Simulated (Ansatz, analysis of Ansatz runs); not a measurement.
# Cu-H pair in ZnO: local vibrational mode, r2SCAN

Subject: Cu-H pair in ZnO. Wanted: its local vibrational mode, in one set-up (r2SCAN, 72-site cell, r2SCAN lattice, 500 eV, k: the single point 1/4 1/4 1/4, anharmonic cut along the mode). The model is a cell of 72 host atoms with Cu put on another atom's site and H put in between. The frequencies come from force constants among the defect atom and its neighbours, with the masses of the isotopes named. A meta-GGA costs about twice a GGA and mends lattice constants and part of the gap.

Measured beforehand: O-H stretch, 1H: 3191.8 cm⁻¹, by IR absorption (quoted in “Hydrogen-related defects in hydrothermally grown ZnO studied by Fourier Transform Infrared Spectroscopy”, 2010, Halvard Haug, quoting earlier work (1978)). O-D stretch, 2H: 2379 cm⁻¹, by IR absorption (quoted in “Hydrogen-related defects in hydrothermally grown ZnO studied by Fourier Transform Infrared Spectroscopy”, 2010, Halvard Haug, quoting earlier work (1978)). The calculation is set beside it at the end.

Calculated with Ansatz 0.2.0; plane-wave PAW DFT, r2SCAN; relaxation of all atoms of a defect supercell.

## 1. The structure

The cell holds 73 atoms: 35 Zn, 36 O, 1 Cu and 1 H. Cell: a = 9.706 Å, b = 9.706 Å, c = 10.422 Å, α = 90.0°, β = 90.0°, γ = 120.0°. It derives from ZnO (space group P6_3mc). Nearest the centre at fractional (0.521, 0.375, 0.481): H73 at 0.62 Å, Cu38 at 1.07 Å, O28 at 1.60 Å, O39 at 2.25 Å, O60 at 2.26 Å, O36 at 2.26 Å, Zn25 at 2.73 Å, Zn30 at 2.75 Å.

The host's primitive cell comes from a first run (plane-wave PAW DFT, r2SCAN; relaxation of the host's cell and atoms): vectors of 3.235, 3.235 and 5.211 Å. That is 11.81 Å³ an atom, 0.8 % under the diffraction cell's volume. The supercell is built on it.

## 2. Relaxation, charge 0

Every later number rests on the structure around the defect, so the atoms are relaxed at the host's lattice first.

The input, relax/input.yaml:

```yaml
relax:
  f_tol: 0.01
  max_steps: 80
  random_displacement: { amplitude: 0.02, seed: 265 }
crystal:
  lattice:
    - [9.70585879, 0.0, 0.0]
    - [-4.85292939, 8.40552028, 0.0]
    - [0.0, 0.0, 10.42205779]
  atoms:
    - { symbol: Zn, position: [0.111111111, 0.222222222, 0.249833671] }
    - { symbol: Zn, position: [0.222222222, 0.111111111, -0.000166329] }
    - { symbol: O, position: [0.222222222, 0.111111111, 0.189671329] }
    - { symbol: O, position: [0.111111111, 0.222222222, 0.439671329] }
    - { symbol: Zn, position: [0.111111111, 0.222222222, 0.749833671] }
    - { symbol: Zn, position: [0.222222222, 0.111111111, 0.499833671] }
    - { symbol: O, position: [0.222222222, 0.111111111, 0.689671329] }
    - { symbol: O, position: [0.111111111, 0.222222222, 0.939671329] }
    - { symbol: Zn, position: [0.111111111, 0.555555556, 0.249833671] }
    - { symbol: Zn, position: [0.222222222, 0.444444444, -0.000166329] }
    - { symbol: O, position: [0.222222222, 0.444444444, 0.189671329] }
    - { symbol: O, position: [0.111111111, 0.555555556, 0.439671329] }
    - { symbol: Zn, position: [0.111111111, 0.555555556, 0.749833671] }
    - { symbol: Zn, position: [0.222222222, 0.444444444, 0.499833671] }
    - { symbol: O, position: [0.222222222, 0.444444444, 0.689671329] }
    - { symbol: O, position: [0.111111111, 0.555555556, 0.939671329] }
    - { symbol: Zn, position: [0.111111111, 0.888888889, 0.249833671] }
    - { symbol: Zn, position: [0.222222222, 0.777777778, -0.000166329] }
    - { symbol: O, position: [0.222222222, 0.777777778, 0.189671329] }
    - { symbol: O, position: [0.111111111, 0.888888889, 0.439671329] }
    - { symbol: Zn, position: [0.111111111, 0.888888889, 0.749833671] }
    - { symbol: Zn, position: [0.222222222, 0.777777778, 0.499833671] }
    - { symbol: O, position: [0.222222222, 0.777777778, 0.689671329] }
    - { symbol: O, position: [0.111111111, 0.888888889, 0.939671329] }
    - { symbol: Zn, position: [0.444444444, 0.222222222, 0.249833671] }
    - { symbol: Zn, position: [0.555555556, 0.111111111, -0.000166329] }
    - { symbol: O, position: [0.555555556, 0.111111111, 0.189671329] }
    - { symbol: O, position: [0.430346566, 0.194026466, 0.432033682] }
    - { symbol: Zn, position: [0.444444444, 0.222222222, 0.749833671] }
    - { symbol: Zn, position: [0.555555556, 0.111111111, 0.499833671] }
    - { symbol: O, position: [0.555555556, 0.111111111, 0.689671329] }
    - { symbol: O, position: [0.444444444, 0.222222222, 0.939671329] }
    - { symbol: Zn, position: [0.444444444, 0.555555556, 0.249833671] }
    - { symbol: Zn, position: [0.555555556, 0.444444444, -0.000166329] }
    - { symbol: O, position: [0.555555556, 0.444444444, 0.189671329] }
    - { symbol: O, position: [0.444444444, 0.555555556, 0.439671329] }
    - { symbol: Zn, position: [0.444444444, 0.555555556, 0.749833671] }
    - { symbol: Cu, position: [0.580931736, 0.495196806, 0.51357376] }
    - { symbol: O, position: [0.555555556, 0.444444444, 0.689671329] }
    - { symbol: O, position: [0.444444444, 0.555555556, 0.939671329] }
    - { symbol: Zn, position: [0.444444444, 0.888888889, 0.249833671] }
    - { symbol: Zn, position: [0.555555556, 0.777777778, -0.000166329] }
    - { symbol: O, position: [0.555555556, 0.777777778, 0.189671329] }
    - { symbol: O, position: [0.444444444, 0.888888889, 0.439671329] }
    - { symbol: Zn, position: [0.444444444, 0.888888889, 0.749833671] }
    - { symbol: Zn, position: [0.555555556, 0.777777778, 0.499833671] }
    - { symbol: O, position: [0.555555556, 0.777777778, 0.689671329] }
    - { symbol: O, position: [0.444444444, 0.888888889, 0.939671329] }
    - { symbol: Zn, position: [0.777777778, 0.222222222, 0.249833671] }
    - { symbol: Zn, position: [0.888888889, 0.111111111, -0.000166329] }
    - { symbol: O, position: [0.888888889, 0.111111111, 0.189671329] }
    - { symbol: O, position: [0.777777778, 0.222222222, 0.439671329] }
    - { symbol: Zn, position: [0.777777778, 0.222222222, 0.749833671] }
    - { symbol: Zn, position: [0.888888889, 0.111111111, 0.499833671] }
    - { symbol: O, position: [0.888888889, 0.111111111, 0.689671329] }
    - { symbol: O, position: [0.777777778, 0.222222222, 0.939671329] }
    - { symbol: Zn, position: [0.777777778, 0.555555556, 0.249833671] }
    - { symbol: Zn, position: [0.888888889, 0.444444444, -0.000166329] }
    - { symbol: O, position: [0.888888889, 0.444444444, 0.189671329] }
    - { symbol: O, position: [0.777777778, 0.555555556, 0.439671329] }
    - { symbol: Zn, position: [0.777777778, 0.555555556, 0.749833671] }
    - { symbol: Zn, position: [0.888888889, 0.444444444, 0.499833671] }
    - { symbol: O, position: [0.888888889, 0.444444444, 0.689671329] }
    - { symbol: O, position: [0.777777778, 0.555555556, 0.939671329] }
    - { symbol: Zn, position: [0.777777778, 0.888888889, 0.249833671] }
    - { symbol: Zn, position: [0.888888889, 0.777777778, -0.000166329] }
    - { symbol: O, position: [0.888888889, 0.777777778, 0.189671329] }
    - { symbol: O, position: [0.777777778, 0.888888889, 0.439671329] }
    - { symbol: Zn, position: [0.777777778, 0.888888889, 0.749833671] }
    - { symbol: Zn, position: [0.888888889, 0.777777778, 0.499833671] }
    - { symbol: O, position: [0.888888889, 0.777777778, 0.689671329] }
    - { symbol: O, position: [0.777777778, 0.888888889, 0.939671329] }
    - { symbol: H, position: [0.485994001, 0.305320999, 0.462293329] }
basis:
  ecutwfc: 500
  xc_grid: 2
hamiltonian:
  xc: r2scan
kpoints:
  mp_grid: { grid: [1, 1, 1], shift: [0.25, 0.25, 0.25] }
scf:
  occupations: { method: fermi_dirac, width: 0.01 }
  max_iter: 120
output:
  forces: true
checkpoint:
  write: "../relax.run"
  compress: false
  write_wavefunctions: true
  write_every: 100000
```

The run is started by

```sh
$ ansatz run input.yaml --threads 8 --pin off --max-ram 14131MiB --backend cpu --events-out ev --progress --plain --runs-dir out
```

Numbers of over 12 decimals in the logs are rounded to 6 here.

Output:

```text
[... repeated set-up lines and file paths are left out, and long positions are rounded to six places ...]
Engine: ansatz 0.2.0, x86_64-unknown-linux-gnu
Pseudopotentials: kind: paw
Pseudopotential: Zn, paw, valence charge 12, recommended cutoff 500 eV (meta_gga), Zn.paw.azcp
Pseudopotential: O, paw, valence charge 6, recommended cutoff 500 eV (meta_gga), O.paw.azcp
Pseudopotential: Cu, paw, valence charge 19, recommended cutoff 500 eV (meta_gga), Cu.paw.azcp
Pseudopotential: H, paw, valence charge 1, recommended cutoff 500 eV (meta_gga), H.paw.azcp
Functional definition: r2SCAN
  parameter k0 = 0.174
  parameter k1 = 0.065
  parameter a1 = 4.9479
  exchange = r2scan_x(k0 = k0, k1 = k1, a1 = a1)
  correlation = r2scan_c
Crystal: 73 atoms, lattice volume = 850.261 Å³
Basis set: ecut = 500 eV, 21585 PW (Γ), exchange–correlation on 144×144×160 points (8 copies of the dense FFT grid, shifted against one another)
Bands: 401, of which v1, the nominal top of the filled ones, is band 328 counted from 1 (327 counted from 0)
Symmetry: 1 space group operations
k-points: 1
Non-local potential: Zn, projectors of the file, l = 0: 2, l = 1: 2, l = 2: 3, l = 3: 1
Non-local potential: O, projectors of the file, l = 0: 2, l = 1: 2, l = 2: 1
Non-local potential: Cu, projectors of the file, l = 0: 3, l = 1: 2, l = 2: 3, l = 3: 1
Non-local potential: H, projectors of the file, l = 0: 2, l = 1: 1
PAW form: soft (Blöchl's): semilocal exchange-correlation on the pseudo side does not see the compensation charge
PAW frozen core: Zn, regenerated for the run's functional (the file was generated under x = pbe(κ = 0.804, μ = 0.219515), c = pbe(β = 0.066725))
PAW frozen core: O, regenerated for the run's functional (the file was generated under x = pbe(κ = 0.804, μ = 0.219515), c = pbe(β = 0.066725))
PAW frozen core: Cu, regenerated for the run's functional (the file was generated under x = pbe(κ = 0.804, μ = 0.219515), c = pbe(β = 0.066725))
PAW one-centre angular grid: Zn, 590 points (default); XC on 261 of its mesh's 2673 points in the sphere
PAW one-centre angular grid: O, 302 points (default); XC on 160 Gauss nodes
PAW one-centre angular grid: Cu, 590 points (default); XC on 160 Gauss nodes
PAW one-centre angular grid: H, 302 points (default); XC on 160 Gauss nodes
Initial density: superposition of atomic densities (neutral atoms: chi_scale 0, normalization atom), corrected by the library's trained network
Initial wavefunctions: pseudopotential atomic-orbital guess
Functional: x = r2scan, c = r2scan; τ floored in thin density (d = 2e-4 eV/Å³)
SCF iter   1: F=—  HF=-143536.258819 eV  |F-HF|=—  |Δ(HF+E_count)|=         —  Δρ=2.20e-2  dr2=2.28e0  dr2_τ=1.82e0  ethr=1.77e-3  ⟨swp⟩=6.0  Hψ=1669  notcnv=0  defer=5
preconditioner: auto → Resta (q_TF=auto, 2.613 Å⁻¹)  ε∞=6.6  [insulator: Δε(μ)=1.734 eV  Ē_g=13.675 eV  σ=0.010 eV  W_gap=1.00  n_scr=242 (ndim 8)  ℏωp=32.4 eV  f_vac=0.035  D(μ)=0.00/eV (n_scr^D=0)  ε∞_Penn≈6.6]
SCF iter   2: F=—  HF=-143536.639541 eV  |F-HF|=—  |Δ(HF+E_count)|=   3.81e-1  Δρ=8.44e-3  dr2=3.87e-1  dr2_τ=1.53e-2  ethr=3.47e-4  ⟨swp⟩=3.0  Hψ=797  notcnv=0  defer=67
SCF iter   3: F=—  HF=-143536.551290 eV  |F-HF|=—  |Δ(HF+E_count)|=   8.83e-2  Δρ=7.27e-3  dr2=3.27e-1  dr2_τ=5.08e-3  ethr=5.90e-5  ⟨swp⟩=3.0  Hψ=801  notcnv=0  defer=67
SCF iter   4: F=—  HF=-143536.514313 eV  |F-HF|=—  |Δ(HF+E_count)|=   3.70e-2  Δρ=4.26e-3  dr2=8.17e-2  dr2_τ=1.57e-3  ethr=4.99e-5  ⟨swp⟩=2.0  Hψ=796  notcnv=0  defer=67
SCF iter   5: F=—  HF=-143536.487689 eV  |F-HF|=—  |Δ(HF+E_count)|=   2.66e-2  Δρ=1.24e-3  dr2=8.95e-3  dr2_τ=2.83e-4  ethr=1.25e-5  ⟨swp⟩=2.0  Hψ=668  notcnv=0  defer=67
SCF iter   6: F=—  HF=-143536.487914 eV  |F-HF|=—  |Δ(HF+E_count)|=   2.25e-4  Δρ=4.62e-4  dr2=1.46e-3  dr2_τ=3.73e-5  ethr=1.36e-6  ⟨swp⟩=2.0  Hψ=668  notcnv=0  defer=67
SCF iter   7: F=—  HF=-143536.488493 eV  |F-HF|=—  |Δ(HF+E_count)|=   5.79e-4  Δρ=1.88e-4  dr2=2.70e-4  dr2_τ=2.42e-5  ethr=2.23e-7  ⟨swp⟩=2.0  Hψ=662  notcnv=0  defer=67
SCF iter   8: F=—  HF=-143536.488464 eV  |F-HF|=—  |Δ(HF+E_count)|=   2.90e-5  Δρ=1.08e-4  dr2=8.01e-5  dr2_τ=3.62e-6  ethr=4.11e-8  ⟨swp⟩=2.0  Hψ=653  notcnv=0  defer=67
SCF iter   9: F=—  HF=-143536.488458 eV  |F-HF|=—  |Δ(HF+E_count)|=   5.79e-6  Δρ=3.06e-5  dr2=7.98e-6  dr2_τ=4.04e-7  ethr=1.22e-8  ⟨swp⟩=2.0  Hψ=662  notcnv=0  defer=67
SCF iter  10: F=-143536.488455 eV  HF=-143536.488457 eV  |F-HF|=1.65e-6  |Δ(HF+E_count)|=   1.62e-6  Δρ=1.66e-5  dr2=1.85e-6  dr2_τ=4.54e-8  ethr=3.81e-10  ⟨swp⟩=5.0  Hψ=1597  notcnv=0
SCF 1 converged in 10 iterations: F = -143536.488455 eV  dr2 = 1.85e-6
  greatest PAW one-centre occupation: 1.000 electrons in one spin orbital (limit 2), on the Cu atom at site 37 (counted from 0), in its partial waves of l = 0
relax step   1: F+E_penalty+E_count = -143536.48845518 eV  Δ(F+E_penalty+E_count) = +0.000e0 eV  max|allowed force component| = 1.610e0 eV/Å  Δτ_max = 0.0000 Å  (10 SCF iters, dr2 threshold 2.50e-6 eV, accepted)
[... the SCF cycles and remarks between the steps are left out from here to the last step ...]
relax step   2: F+E_penalty+E_count = -143536.92868292 eV  Δ(F+E_penalty+E_count) = -4.402e-1 eV  max|allowed force component| = 9.569e-1 eV/Å  Δτ_max = 0.0834 Å  (6 SCF iters, dr2 threshold 1.00e-4 eV, accepted)
relax step   3: F+E_penalty+E_count = -143537.19924842 eV  Δ(F+E_penalty+E_count) = -2.706e-1 eV  max|allowed force component| = 2.207e-1 eV/Å  Δτ_max = 0.1208 Å  (7 SCF iters, dr2 threshold 5.72e-5 eV, accepted)
relax step   4: F+E_penalty+E_count = -143537.20964219 eV  Δ(F+E_penalty+E_count) = -1.039e-2 eV  max|allowed force component| = 1.889e-1 eV/Å  Δτ_max = 0.0791 Å  (7 SCF iters, dr2 threshold 3.04e-6 eV, accepted)
relax step   5: F+E_penalty+E_count = -143537.21958364 eV  Δ(F+E_penalty+E_count) = -9.941e-3 eV  max|allowed force component| = 2.003e-1 eV/Å  Δτ_max = 0.1538 Å  (9 SCF iters, dr2 threshold 2.23e-6 eV, accepted)
relax step   6: F+E_penalty+E_count = -143537.23983838 eV  Δ(F+E_penalty+E_count) = -2.025e-2 eV  max|allowed force component| = 1.284e-1 eV/Å  Δτ_max = 0.2000 Å  (7 SCF iters, dr2 threshold 2.94e-5 eV, accepted)
relax step   7: F+E_penalty+E_count = -143537.25205521 eV  Δ(F+E_penalty+E_count) = -1.222e-2 eV  max|allowed force component| = 6.333e-2 eV/Å  Δτ_max = 0.0326 Å  (7 SCF iters, dr2 threshold 6.78e-6 eV, accepted)
relax step   8: F+E_penalty+E_count = -143537.25280945 eV  Δ(F+E_penalty+E_count) = -7.542e-4 eV  max|allowed force component| = 1.619e-1 eV/Å  Δτ_max = 0.0573 Å  (9 SCF iters, dr2 threshold 9.75e-7 eV, accepted)
relax step   9: F+E_penalty+E_count = -143537.25449460 eV  Δ(F+E_penalty+E_count) = -1.685e-3 eV  max|allowed force component| = 6.617e-2 eV/Å  Δτ_max = 0.0381 Å  (7 SCF iters, dr2 threshold 6.37e-6 eV, accepted)
relax step  10: F+E_penalty+E_count = -143537.25541082 eV  Δ(F+E_penalty+E_count) = -9.162e-4 eV  max|allowed force component| = 1.661e-2 eV/Å  Δτ_max = 0.0149 Å  (7 SCF iters, dr2 threshold 7.32e-7 eV, accepted)
SCF iter   1: F=—  HF=-143537.254608 eV  |F-HF|=—  |Δ(HF+E_count)|=         —  Δρ=1.98e-4  dr2=1.38e-4  dr2_τ=9.93e-4  ethr=1.90e-7  ⟨swp⟩=5.0  Hψ=985  notcnv=0  defer=67
SCF iter   2: F=—  HF=-143537.254734 eV  |F-HF|=—  |Δ(HF+E_count)|=   1.26e-4  Δρ=9.78e-5  dr2=2.83e-5  dr2_τ=1.80e-6  ethr=2.10e-8  ⟨swp⟩=2.0  Hψ=790  notcnv=0  defer=67
SCF iter   3: F=—  HF=-143537.255453 eV  |F-HF|=—  |Δ(HF+E_count)|=   7.19e-4  Δρ=2.92e-5  dr2=4.51e-6  dr2_τ=5.17e-7  ethr=4.32e-9  ⟨swp⟩=2.0  Hψ=662  notcnv=0  defer=67
SCF iter   4: F=—  HF=-143537.255453 eV  |F-HF|=—  |Δ(HF+E_count)|=   6.33e-7  Δρ=2.48e-5  dr2=3.18e-6  dr2_τ=6.05e-8  ethr=6.88e-10  ⟨swp⟩=3.0  Hψ=663  notcnv=0  defer=67
SCF iter   5: F=—  HF=-143537.255453 eV  |F-HF|=—  |Δ(HF+E_count)|=   3.70e-7  Δρ=5.93e-6  dr2=2.48e-7  dr2_τ=2.22e-8  ethr=4.85e-10  ⟨swp⟩=2.0  Hψ=662  notcnv=0  defer=67
SCF iter   6: F=-143537.255453 eV  HF=-143537.255453 eV  |F-HF|=2.53e-8  |Δ(HF+E_count)|=   7.35e-8  Δρ=2.96e-6  dr2=8.05e-8  dr2_τ=3.84e-9  ethr=1.52e-11  ⟨swp⟩=4.0  Hψ=1389  notcnv=0
SCF 11 converged in 6 iterations: F = -143537.255453 eV  dr2 = 8.05e-8
relax step  11: F+E_penalty+E_count = -143537.25545288 eV  Δ(F+E_penalty+E_count) = -4.206e-5 eV  max|allowed force component| = 2.852e-3 eV/Å  Δτ_max = 0.0023 Å  (6 SCF iters, accepted)
NSCF: frozen V_eff on 1 k-points
the band table was solved once a step of the walk had ended and its energy, with any forces and stress, was formed, with the checks that follow a solve (1327 applications of the Hamiltonian). They found nothing against the state; [...]
iter 1 solved again at ethr=1.23e-11 eV; its pass at ethr=3.10e-3 eV (dr2=8.06e-8 eV) is discarded
SCF iter   1: F=—  HF=-143537.255453 eV  |F-HF|=—  |Δ(HF+E_count)|=         —  Δρ=2.96e-6  dr2=8.05e-8  dr2_τ=3.84e-9  ethr=1.23e-11  ⟨swp⟩=1.0  Hψ=1116  notcnv=0
SCF iter   2: F=-143537.255453 eV  HF=-143537.255453 eV  |F-HF|=2.29e-8  |Δ(HF+E_count)|=   5.50e-9  Δρ=2.27e-6  dr2=4.60e-8  dr2_τ=9.68e-10  ethr=1.23e-11  ⟨swp⟩=4.0  Hψ=1389  notcnv=0
SCF 12 converged in 2 iterations: F = -143537.255453 eV  dr2 = 4.60e-8
NSCF: frozen V_eff on 1 k-points
the band table was solved once a step of the walk had ended and its energy, with any forces and stress, was formed, with the checks that follow a solve (1106 applications of the Hamiltonian). They found nothing against the state; [...]
SCF converged after 2 iterations
Free energy (F): -143537.255453 eV
Harris-Foulkes:  -143537.255453 eV  (|F-HF|=2.29e-8)
Internal energy: -143537.255453 eV  (E = F + TS)
E sigma→0 (E₀):  -143537.255453 eV
Fermi energy:    8.877215 eV
--- Per-component energies (eV) ---
  E_band       = 362.234693
  E_kinetic    = 11218.442052
  E_local      = -76021.687682  (includes V_loc(G=0)·N_el)
  E_nonlocal   = 23948.020641
  E_hartree    = 31545.143689
  E_xc         = -7040.122521
  E_vxc        = -5769.748433  (∫ρ·V_xc dr)
  E_paw        = -72351.962099  (= ΣΔE_a)
  E_vpaw       = -16454.627590  (= ΣTr[D̂ρ^β])
  E_aug_tail   = 0.033121  (compensation charges beyond the density's cutoff)
  E_vtau       = 351.504872  (kinetic-family band-sum trace: ∫τ·v_τ [+ j·A + Jᵃ·Aᵃ] dr)
  E_ewald      = -54827.280017
  E_core_change = -7.842636  (= ΣΔE_core)
  E_smearing   = -0.000000  (= −TS)
  E_closure    = -0.000000  (closes the sum)
  Σ components = -143537.255453   (vs F -143537.255453, Δ=0.00e0)
--- Forces (eV/Å), atoms counted from 1 ---
  atom   1  Zn    -0.00057389    -0.00076303    -0.00205120
  atom   2  Zn    -0.00053995    -0.00052307    -0.00262053
  [... 3 atoms left out ...]
  atom   6  Zn     0.00016773    -0.00035853    -0.00049112
  [... 18 atoms left out ...]
  atom  25  Zn     0.00027042    -0.00008973    -0.00273164
  [... 2 atoms left out ...]
  atom  28  O     -0.00009078     0.00027385    -0.00304855
  atom  29  Zn    -0.00094494     0.00014038    -0.00121730
  atom  30  Zn    -0.00035472    -0.00134855    -0.00181423
  [... 5 atoms left out ...]
  atom  36  O      0.00029169    -0.00198391    -0.00234434
  [... 1 atom left out ...]
  atom  38  Cu    -0.00081953    -0.00162570    -0.00054275
  atom  39  O      0.00187110     0.00156725    -0.00182600
  [... 20 atoms left out ...]
  atom  60  O      0.00070335    -0.00089094    -0.00281923
  [... 12 atoms left out ...]
  atom  73  H     -0.00017499     0.00232374     0.00005186
  max |Σ_I F_I| component: 1.21e-1 eV/Å
--- Band table (eV) ---
  k-point 0: bands = ["-106.7689", "-62.8115", "-62.6597", "-62.4172", [... 393 left out ...] "17.8797", "17.8974", "17.9368", "17.9920"]
--- Relaxed structure (11 steps of the walk, 11 accepted, 0 SCFs on fresh bases) ---
  F+E_penalty+E_count = -143537.25545288 eV   max|allowed force component| = 2.852e-3 eV/Å
  atoms:
    - { symbol: Zn, position: [0.109847, 0.222472, 0.249689] }
    - { symbol: Zn, position: [0.218936, 0.109841, -0.001583] }
    [... 3 atoms left out ...]
    - { symbol: Zn, position: [0.209777, 0.104940, 0.502636] }
    [... 18 atoms left out ...]
    - { symbol: Zn, position: [0.441691, 0.218701, 0.234788] }
    [... 2 atoms left out ...]
    - { symbol: O, position: [0.431503, 0.200527, 0.430067] }
    - { symbol: Zn, position: [0.441126, 0.220753, 0.751588] }
    - { symbol: Zn, position: [0.559426, 0.104706, 0.501808] }
    [... 5 atoms left out ...]
    - { symbol: O, position: [0.447766, 0.552574, 0.441554] }
    [... 1 atom left out ...]
    - { symbol: Cu, position: [0.623907, 0.508338, 0.541499] }
    - { symbol: O, position: [0.547746, 0.445322, 0.708856] }
    [... 20 atoms left out ...]
    - { symbol: O, position: [0.793726, 0.566217, 0.428693] }
    [... 12 atoms left out ...]
    - { symbol: H, position: [0.485474, 0.313020, 0.456595] }
```

Run time: 2.6 min. Hardware: 8 threads of AMD EPYC 7B13 (Zen 3), shared host; peak memory 3.1 GiB; 19 min of CPU time.

The steps of the relaxation:

| step | energy less that of the first step (eV) | largest force component (eV/Å) |
| --- | --- | --- |
| 1 | 0.0000 | 1.6104 |
| 2 | -0.4402 | 0.9569 |
| 3 | -0.7108 | 0.2207 |
| 4 | -0.7212 | 0.1889 |
| 5 | -0.7311 | 0.2003 |
| 6 | -0.7514 | 0.1284 |
| 7 | -0.7636 | 0.0633 |
| 8 | -0.7644 | 0.1619 |
| 9 | -0.7660 | 0.0662 |
| 10 | -0.7670 | 0.0166 |
| 11 | -0.7670 | 0.0029 |

The atoms that moved most (Å, from the sites as typed, ahead of the random displacement, the mean shift of all atoms taken out):

```
atom      dx      dy      dz  length
Cu38   0.355   0.107   0.288   0.469
 O39  -0.079   0.004   0.197   0.212
 O60   0.105   0.086  -0.118   0.180
Zn25  -0.008  -0.033  -0.160   0.164
 Zn6  -0.089  -0.055   0.026   0.108
Zn37  -0.087   0.036   0.031   0.099
 H73  -0.041   0.061  -0.063   0.097
Zn30   0.070  -0.057   0.017   0.092
```

Neighbours of the ideal centre at the end:

```
atom  distance (Å)
 H73         0.580
Cu38         1.335
 O28         1.558
 O36         2.206
 O60         2.417
 O39         2.450
Zn30         2.837
 Zn6         2.849
Zn25         2.881
```

Neighbours of the added atoms: H73: O28 0.99, Cu38 1.91, Zn25 2.44 Å.

Numbers from this step:

```yaml
free_energy: -143537.2555 eV
```

The relaxation ends 11 meV an atom lower than the displaced start, with a largest force component of 0.0029 eV/Å.

(Part 1 of 2 ends here.)

[Logs are printed without paths, hosts, clocks, repeated set-up lines and the standing remarks that a program may print on its own settings, such as how far it seeks lower states.]

[Hosts, paths, dates, database ids (printed as entryN), source tags and the programs' standing remarks are cut or masked in the printed files.]

[For some hosts the program warned that the k-mesh of the response run may be too coarse for force constants and the static dielectric constant; such warnings are not shown here.]
